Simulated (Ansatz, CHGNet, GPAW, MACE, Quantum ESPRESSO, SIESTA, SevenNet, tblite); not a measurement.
**Ru(0001) slab (54 atoms) in SIESTA**

How do the settings of SIESTA change the result for Ru(0001) slab (54 atoms)? A plane-wave run serves as the yardstick.

Method: the method is named at each step, in SIESTA 5.4.2.

## (1) The structure

The cell holds 54 atoms: 54 Ru. Cell: a = 8.118 Å, b = 8.118 Å, c = 22.705 Å, α = 90.0°, β = 90.0°, γ = 60.0°. It derives from Ru (hcp). Hcp Ru (a = 2.706 Å, c = 4.282 Å), (0001) slab of 3 repeat layers, 3 x 3 surface cells, 12 Å of vacuum; not relaxed, displaced by a Gaussian of 0.02 Å. Then every atom was moved at random, 0.02 Å r.m.s. a Cartesian component. Vacuum lies along c.

The yardstick, on the same geometry:

```
method                 : Kohn-Sham DFT, PBE, SSSP efficiency 1.3.0 pseudopotentials, plane waves (Quantum ESPRESSO 7.5); sssp-pbe-1.3.0-efficiency, cutoffs 45/360 Ry, Γ point
r.m.s. force component : 0.5481 eV/Å
longest force          : 1.409 eV/Å
time                   : 3.4 min on 4 MPI ranks of Arm Neoverse V1, shared host
CPU time               : 14 min
```

## (2) PBE, DZP, shift 0.01 Ry, mesh 300 Ry

Method: Kohn-Sham DFT, PBE, PseudoDojo 0.4.1 norm-conserving pseudopotentials (converted to PSML), numerical atomic orbitals (DZP), diagonalisation.

The .psml files are PseudoDojo norm-conserving potentials that we converted to this format, checked against plane waves on the same files for H, C, O, Si, Ge and Ca alone.

input.fdf

```
SystemLabel cell
NumberOfAtoms 54
NumberOfSpecies 1
%block ChemicalSpeciesLabel
  1 44 Ru
%endblock ChemicalSpeciesLabel
LatticeConstant 1.0 Ang
%block LatticeVectors
  8.11800 0.00000 0.00000
  4.05900 7.03039 0.00000
  0.00000 0.00000 22.70500
%endblock LatticeVectors
PAO.BasisSize DZP
PAO.EnergyShift 0.01 Ry
XC.Functional GGA
XC.Authors PBE
MeshCutoff 300 Ry
%block kgrid_Monkhorst_Pack
  1 0 0 0.0
  0 1 0 0.0
  0 0 1 0.0
%endblock kgrid_Monkhorst_Pack
SolutionMethod diagon
OccupationFunction FD
ElectronicTemperature 580 K
SCF.Mixer.Method Pulay
SCF.Mixer.Weight 0.05
SCF.Mixer.History 8
SCF.Mix Hamiltonian
MaxSCFIterations 300
SCF.DM.Tolerance 1e-04
SCF.H.Tolerance 1.0e-3 eV
WriteForces T
Write.HirshfeldPop T
Write.VoronoiPop T
Write.DM F
Write.H F
XML.Write F
AtomicCoordinatesFormat Fractional
%block AtomicCoordinatesAndAtomicSpecies
  0.99092 0.00056 0.26610 1
  0.88787 0.22409 0.35782 1
  0.99900 0.99781 0.45180 1
  0.90044 0.21479 0.54758 1
  0.99714 0.00513 0.64165 1
  0.89726 0.21691 0.73753 1
  0.33602 0.00071 0.26332 1
  0.21877 0.23178 0.35907 1
  0.33514 0.00184 0.45439 1
  0.22534 0.22212 0.54949 1
  0.33521 0.00080 0.63876 1
  0.22245 0.22124 0.73592 1
  0.99991 0.33013 0.26387 1
  0.89159 0.55894 0.35810 1
  0.00236 0.33247 0.45270 1
  0.88584 0.56010 0.54964 1
  0.99620 0.33631 0.64324 1
  0.88872 0.56120 0.73318 1
  0.66808 0.99687 0.26456 1
  0.54905 0.22165 0.35883 1
  0.66217 0.00266 0.45470 1
  0.55156 0.22680 0.54678 1
  0.66271 0.00309 0.64205 1
  0.55774 0.22467 0.73592 1
  0.32892 0.33546 0.26304 1
  0.22557 0.55380 0.35959 1
  0.33380 0.33052 0.45421 1
  0.22071 0.55964 0.54834 1
  0.33130 0.33422 0.64286 1
  0.21966 0.55513 0.73714 1
  0.00146 0.66346 0.26524 1
  0.89562 0.88409 0.35671 1
  0.99785 0.67072 0.45388 1
  0.89092 0.89076 0.54908 1
  0.99876 0.66655 0.64148 1
  0.89186 0.88651 0.73407 1
  0.66479 0.33455 0.26389 1
  0.54992 0.55471 0.35717 1
  0.66128 0.34012 0.45480 1
  0.54783 0.55761 0.54795 1
  0.66736 0.33786 0.64281 1
  0.55411 0.55850 0.73497 1
  0.32827 0.66775 0.26466 1
  0.21940 0.89112 0.35775 1
  0.32757 0.67240 0.45598 1
  0.21882 0.89191 0.54772 1
  0.33148 0.67189 0.64213 1
  0.22822 0.88572 0.73507 1
  0.66358 0.67429 0.26232 1
  0.56228 0.88401 0.35649 1
  0.66396 0.67028 0.45250 1
  0.54749 0.89681 0.54503 1
  0.66357 0.66919 0.64250 1
  0.55823 0.88827 0.73532 1
%endblock AtomicCoordinatesAndAtomicSpecies
```

On the command line:

```console
$ OMP_NUM_THREADS=1 mpirun -np 2 siesta < input.fdf > output.txt
```

Output:

```text
Version         : 5.4.2
reinit: System Name:
reinit: System Label: cell
initatom: Reading input for the pseudopotentials and atomic orbitals ----------
Species number:   1 Atomic number:   44 Label: Ru
Ground state valence configuration (from tables):   5s01  5p00  4d07  4f00
---- Processing specs for species: Ru
GGA--PBE XC_GGA_X_PBE--XC_GGA_C_PBE pb
Semicore shell(s) with  8 electrons included in the valence for Ru
Semicore shell(s): 4s 4p
Fallback to non-perturbative polarization scheme for Ru
Please see the manual if this is not desired in principle
Ru pseudopotential only contains V_ls up to l=2 -- lmxkb reset.
Using PAO.SplitTailNorm
%block ChemicalSpeciesLabel
    1   44 Ru                      # Species index, atomic number, species label
%endblock ChemicalSpeciesLabel
%block PAO.Basis                 # Define Basis set
Ru                    5                    # Species label, number of l-shells
 n=4   0   1                         # n, l, Nzeta
   2.727
   1.000
 n=5   0   2                         # n, l, Nzeta
   7.474      5.557
   1.000      1.000
 n=4   1   1                         # n, l, Nzeta
   3.094
   1.000
 n=5   1   1                         # n, l, Nzeta
   7.474
   1.000
 n=4   2   2                         # n, l, Nzeta
   5.027      3.370
   1.000      1.000
%endblock PAO.Basis
coor:   Atomic-coordinates input format  =     Fractional
siesta: System type = slab
initatomlists: Number of atoms, orbitals, and projectors:     54  1026   972
siesta: ******************** Simulation parameters ****************************
Total number of electrons:   864.000000
Total ionic charge:   864.000000
 Kpoints in:            1 . Kpoints trimmed:            1
siesta: k-grid: Number of k-points = 1
siesta: k-points from Monkhorst-Pack grid
siesta: k-cutoff (effective) =     4.059 Ang
siesta: k-point supercell and displacements
siesta: k-grid:     1     0     0      0.000
siesta: k-grid:     0     1     0      0.000
siesta: k-grid:     0     0     1      0.000
                     ====================================
                        Single-point calculation
                     ====================================
outcell: Unit cell vectors (Ang):
        8.118000    0.000000    0.000000
        4.059000    7.030390    0.000000
        0.000000    0.000000   22.705000
outcell: Cell vector modules (Ang)   :    8.118000    8.117996   22.705000
outcell: Cell angles (23,13,12) (deg):     90.0000     90.0000     60.0000
outcell: Cell volume (Ang**3)        :   1295.8358
Gamma-point calculation with interaction between periodic images
Gamma-point calculation with interaction between periodic images
Some features might not work optimally:
Some features might not work optimally:
e.g. DM initialization from atomic data
e.g. DM initialization from atomic data
new_DM -- step:     1
Initializing Density Matrix...
Attempting to read DM from file... Failed...
DM filled with atomic data:
InitMesh: MESH = 80 x 80 x 240 = 1536000
InitMesh: Mesh cutoff (required, used) =   300.000   308.803 Ry
stepf: Fermi-Dirac step function
        iscf     Eharris(eV)        E_KS(eV)     FreeEng(eV)     dDmax    Ef(eV) dHmax(eV)
   scf:    1  -147403.540449  -148180.144982  -148181.160134  0.917931 -0.927545 37.545133
   scf:    2  -145281.497459  -147450.011919  -147450.433853  1.084437 -1.839356 74.301568
   scf:    3  -147584.077630  -148218.473301  -148219.451537  1.091231 -1.531749 36.537514
   scf:    4  -147744.158314  -148138.315651  -148139.256599  0.484648 -1.625780 42.072251
   scf:    5  -148445.789218  -148355.304567  -148356.390943  0.493358 -2.389891 17.952521
   scf:    6  -148421.244299  -148404.998423  -148406.033491  0.224560 -3.390975  5.149655
   scf:    7  -148409.459798  -148408.022250  -148409.065586  0.054957 -3.359709  4.178831
   scf:    8  -148408.879249  -148412.917989  -148413.994117  0.148180 -3.252995  8.568690
   scf:    9  -148425.418524  -148420.654293  -148421.730494  0.116210 -3.437936  4.853155
   scf:   10  -148424.480074  -148423.404650  -148424.473058  0.054383 -3.585482  1.320445
   scf:   11  -148423.599152  -148423.566439  -148424.632114  0.015096 -3.637810  0.171902
   scf:   12  -148423.577440  -148423.573969  -148424.639606  0.002146 -3.637350  0.116140
[...]
scf:   22  -148423.594046  -148423.594471  -148424.666830  0.000565 -3.595814  0.014252
   scf:   23  -148423.593635  -148423.594063  -148424.666886  0.000415 -3.594760  0.003887
   scf:   24  -148423.593878  -148423.593971  -148424.666891  0.000083 -3.594585  0.001213
   scf:   25  -148423.593930  -148423.593951  -148424.666892  0.000041 -3.594680  0.001411
   scf:   26  -148423.593919  -148423.593935  -148424.666894  0.000040 -3.594783  0.000947
SCF Convergence by DM+H criterion
max |DM_out - DM_in|         :     0.0000397917
max |H_out - H_in|      (eV) :     0.0009471573
SCF cycle converged after 26 iterations
Using DM_out to compute the final energy and forces
siesta: E_KS(eV) =          -148423.5939
siesta: E_KS - E_eggbox =   -148423.5939
siesta: Atomic forces (eV/Ang):
     1    0.192661    0.663895    0.899730
     2    0.070996   -0.144789   -0.895443
     3   -0.093851   -0.159628   -0.042732
     4   -0.198687    0.475016   -0.632219
     5    0.118873   -0.172954    1.223231
     6   -0.146363   -0.289934   -1.254757
     7    0.332834    0.074942    1.237792
     8   -0.206374   -0.393948   -0.698049
     9   -0.029655    0.416003   -0.640113
    10   -0.461424    0.269598   -0.447096
    11    0.275149   -0.214222    1.321604
    12   -0.103341    0.078165   -0.915457
[...]
50   -0.105666   -0.066561   -0.712146
    51   -0.265459   -0.788102    0.186677
    52    0.755643   -0.889317    0.223329
    53   -0.386632    0.427354    0.630318
    54   -0.065971    0.085839   -0.912032
----------------------------------------
   Tot   -0.043172   -0.050683   -0.102766
----------------------------------------
   Max    1.321604
   Res    0.520327    sqrt( Sum f_i^2 / 3N )
----------------------------------------
   Max    1.321604    constrained
Stress tensor Voigt[x,y,z,yz,xz,xy] (kbar):     -130.38     -131.44       60.00        0.17        1.78       -0.36
(Free)E + p*V (eV/cell)  -148370.2554
Target enthalpy (eV/cell)  -148424.6669
siesta: Program's energy decomposition (eV):
siesta: Ebs     =    -26396.397765
siesta: Eions   =    227039.478501
siesta: Ena     =     42231.505742
siesta: Ekin    =     47811.453967
siesta: Enl     =     11354.707584
siesta: DEna    =      2173.523481
siesta: DUscf   =        76.077247
siesta: Ex      =    -23472.445310
siesta: Ec      =     -1558.938145
siesta: Exc     =    -25031.383454
siesta: Eharris =   -148423.593919
siesta: Etot    =   -148423.593935
siesta: FreeEng =   -148424.666894
siesta: Final energy (eV):
siesta:  Band Struct. =  -26396.397765
siesta:       Kinetic =   47811.453967
siesta:       Hartree =  447090.169659
siesta:         Exch. =  -23472.445310
siesta:         Corr. =   -1558.938145
siesta:   Exch.-corr. =  -25031.383454
siesta:  Ion-electron = -947850.398617
siesta:       Ion-ion =  329556.564510
siesta:         Total = -148423.593935
siesta:         Fermi =      -3.594783
siesta: Stress tensor (static) (eV/Ang**3):
siesta:    -0.081377   -0.000226    0.001110
siesta:    -0.000226   -0.082041    0.000108
siesta:     0.001110    0.000108    0.037450
siesta: Cell volume =       1295.835790 Ang**3
siesta: Pressure (static):
siesta:                Solid            Molecule  Units
siesta:           0.00045732          0.00062641  Ry/Bohr**3
siesta:           0.04198946          0.05751402  eV/Ang**3
siesta:          67.27453933         92.14762138  kBar
    Orbital volume contribution        =          51.128781 eV
    (Free)E + p_basis*V_orbitals       =     -148373.538113 eV
    (Free)Eharris+ p_basis*V_orbitals  =     -148373.538097 eV
siesta: Electric dipole (a.u.)  =    0.000000   -0.000000    0.011411
siesta: Electric dipole (Debye) =    0.000000   -0.000000    0.029003
Hirshfeld Atomic Populations:
Atom #   charge [q] valence [e]  Species
     1    -0.007376   16.007376  Ru
     2     0.005259   15.994741  Ru
     3    -0.000857   16.000857  Ru
     4    -0.001230   16.001230  Ru
     5     0.007509   15.992491  Ru
     6    -0.009866   16.009866  Ru
     7    -0.009059   16.009059  Ru
     8     0.009453   15.990547  Ru
     9     0.002942   15.997058  Ru
    10     0.004442   15.995558  Ru
    11     0.009388   15.990612  Ru
    12    -0.008834   16.008834  Ru
[...]
--------------------
 Total    -0.000059
Voronoi Atomic Populations:
Atom #   charge [q] valence [e]  Species
[...]
50     0.005452   15.994548  Ru
    51     0.005034   15.994966  Ru
    52     0.006161   15.993839  Ru
    53     0.009359   15.990641  Ru
    54    -0.018719   16.018719  Ru
--------------------
 Total    -0.000061
```

It took 3 min on 2 MPI ranks of Arm Neoverse V1, shared host; peak memory 1.2 GiB; 6.1 min of CPU time.

Banners, paths, timers and routine set-up lines are dropped from the logs unmarked, and long logs keep their key lines alone; longer cuts are marked.

Numbers from this run, and their distance from the reference:

| Item | Value |
| --- | --- |
| r.m.s. force component | 0.5203 eV/Å |
| r.m.s. difference of force components | 91.79 meV/Å |
| longest difference of force vectors | 282.6 meV/Å |
| force difference over r.m.s. force | 16.75 % |
| slope of forces against the reference's | 0.9365 |
| correlation of force components | 0.9866 |

The surroundings of Ru52, picked at random, nearest first, numbered as they follow in the input and with coordinates relative to it.

```
atom      x      y      z  distance (Å)  bonds  Hirshfeld charge (e)     Fx     Fy  Fz (eV/Å)
Ru52   0.00   0.00   0.00          0.00     12                  0.00   0.76  -0.89       0.22
 Ru9  -1.30   0.74  -2.06          2.54     12                  0.00  -0.03   0.42      -0.64
Ru21   1.36   0.74  -2.05          2.57     12                  0.00   0.40  -0.19      -0.14
Ru11  -1.30   0.73   2.13          2.60     12                  0.01   0.28  -0.21       1.32
Ru10  -1.29   2.29   0.10          2.63     12                  0.00  -0.46   0.27      -0.45
Ru51   0.03  -1.59  -2.10          2.64     12                  0.00  -0.27  -0.79       0.19
Ru46  -2.69  -0.03   0.06          2.69     12                  0.01  -0.33   0.40      -0.27
Ru22   1.37   2.32   0.04          2.70     12                  0.00   0.10   0.40       0.02
Ru23   1.37   0.75   2.20          2.70     12                  0.01  -0.09   0.18       0.88
Ru53   0.02  -1.60   2.21          2.73     12                  0.01  -0.39   0.43       0.63
Ru16   1.38  -2.37   0.10          2.74     12                  0.00  -0.32   0.09      -0.68
Ru40  -1.37  -2.38   0.07          2.75     12                  0.00   0.36   0.00      -0.39
Ru34   2.76  -0.04   0.09          2.77     12                  0.00  -0.27  -0.17      -0.38
```

Forces lie 17 % from the reference's, at 0.44 times its CPU time (on 2 against 4 cores).

## (3) PBE, TZP, shift 0.01 Ry, mesh 300 Ry

Method: Kohn-Sham DFT, PBE, PseudoDojo 0.4.1 norm-conserving pseudopotentials (converted to PSML), numerical atomic orbitals (TZP), diagonalisation.

Changes to input.fdf since step 2:

```diff
@@ -12,3 +12,3 @@
 %endblock LatticeVectors
-PAO.BasisSize DZP
+PAO.BasisSize TZP
 PAO.EnergyShift 0.01 Ry
```

Output:

```text
Version         : 5.4.2
reinit: System Name:
reinit: System Label: cell
initatom: Reading input for the pseudopotentials and atomic orbitals ----------
Species number:   1 Atomic number:   44 Label: Ru
Ground state valence configuration (from tables):   5s01  5p00  4d07  4f00
---- Processing specs for species: Ru
GGA--PBE XC_GGA_X_PBE--XC_GGA_C_PBE pb
Semicore shell(s) with  8 electrons included in the valence for Ru
Semicore shell(s): 4s 4p
Fallback to non-perturbative polarization scheme for Ru
Please see the manual if this is not desired in principle
Ru pseudopotential only contains V_ls up to l=2 -- lmxkb reset.
Using PAO.SplitTailNorm
%block ChemicalSpeciesLabel
    1   44 Ru                      # Species index, atomic number, species label
%endblock ChemicalSpeciesLabel
[... lines left out ...]
Total number of electrons:   864.000000
[... lines left out ...]
stepf: Fermi-Dirac step function
        iscf     Eharris(eV)        E_KS(eV)     FreeEng(eV)     dDmax    Ef(eV) dHmax(eV)
[... lines left out ...]
SCF Convergence by DM+H criterion
[... lines left out ...]
SCF cycle converged after 28 iterations
[... lines left out ...]
   Max    1.314745
[... lines left out ...]
   Max    1.314745    constrained
Stress tensor Voigt[x,y,z,yz,xz,xy] (kbar):     -124.64     -125.50       65.86        0.18        1.75       -0.22
[... lines left out ...]
siesta: Ena     =     42231.505742
siesta: Ekin    =     47804.470125
siesta: Enl     =     11378.289837
siesta: DEna    =      2154.332702
siesta: DUscf   =        76.354731
siesta: Ex      =    -23473.528830
siesta: Ec      =     -1559.026100
siesta: Exc     =    -25032.554931
siesta: Eharris =   -148427.080264
siesta: Etot    =   -148427.080294
siesta: FreeEng =   -148428.160448
siesta: Final energy (eV):
siesta:  Band Struct. =  -26384.054802
siesta:       Kinetic =   47804.470125
siesta:       Hartree =  447105.205897
siesta:         Exch. =  -23473.528830
siesta:         Corr. =   -1559.026100
siesta:   Exch.-corr. =  -25032.554931
siesta:  Ion-electron = -947860.765896
siesta:       Ion-ion =  329556.564510
siesta:         Total = -148427.080294
siesta:         Fermi =      -3.581759
siesta: Stress tensor (static) (eV/Ang**3):
siesta:    -0.077796   -0.000135    0.001092
siesta:    -0.000135   -0.078331    0.000109
siesta:     0.001092    0.000109    0.041105
siesta: Cell volume =       1295.835790 Ang**3
siesta: Pressure (static):
siesta:                Solid            Molecule  Units
siesta:           0.00041758          0.00059949  Ry/Bohr**3
siesta:           0.03834068          0.05504241  eV/Ang**3
siesta:          61.42854204         88.18766174  kBar
    Orbital volume contribution        =          63.352740 eV
    (Free)E + p_basis*V_orbitals       =     -148364.807708 eV
    (Free)Eharris+ p_basis*V_orbitals  =     -148364.807677 eV
siesta: Electric dipole (a.u.)  =    0.000000   -0.000000    0.013583
siesta: Electric dipole (Debye) =    0.000000   -0.000000    0.034524
Hirshfeld Atomic Populations:
Atom #   charge [q] valence [e]  Species
     1    -0.008779   16.008779  Ru
     2     0.006549   15.993451  Ru
     3    -0.000817   16.000817  Ru
[...]
--------------------
 Total    -0.000065
Voronoi Atomic Populations:
Atom #   charge [q] valence [e]  Species
[...]
53     0.012729   15.987271  Ru
    54    -0.021583   16.021583  Ru
--------------------
 Total    -0.000067
```

Run time: 4.6 min. Hardware: 2 MPI ranks; peak memory 1.4 GiB.

Numbers from this run, and their distance from the reference:

| Item | Value |
| --- | --- |
| r.m.s. force component | 0.53 eV/Å |
| r.m.s. difference of force components | 69.82 meV/Å |
| longest difference of force vectors | 228.7 meV/Å |
| force difference over r.m.s. force | 12.74 % |
| slope of forces against the reference's | 0.9594 |
| correlation of force components | 0.9922 |

Against the first run (17 %), the force difference from the reference is 13 %, at 1.5 times the CPU time, with 1350 basis functions against 1026: the larger basis brings the forces nearer.

(Part 1 of 2 ends here.)

[Also dropped from logs without a mark: logging warnings of Python, and SIESTA's first energy breakdown and zero terms.]

[Logs are printed without paths, hosts, clocks, repeated set-up lines and the standing remarks that a program may print on its own settings, such as how far it seeks lower states.]

[Hosts, paths, dates, database ids (printed as entryN), source tags and the programs' standing remarks are cut or masked in the printed files.]
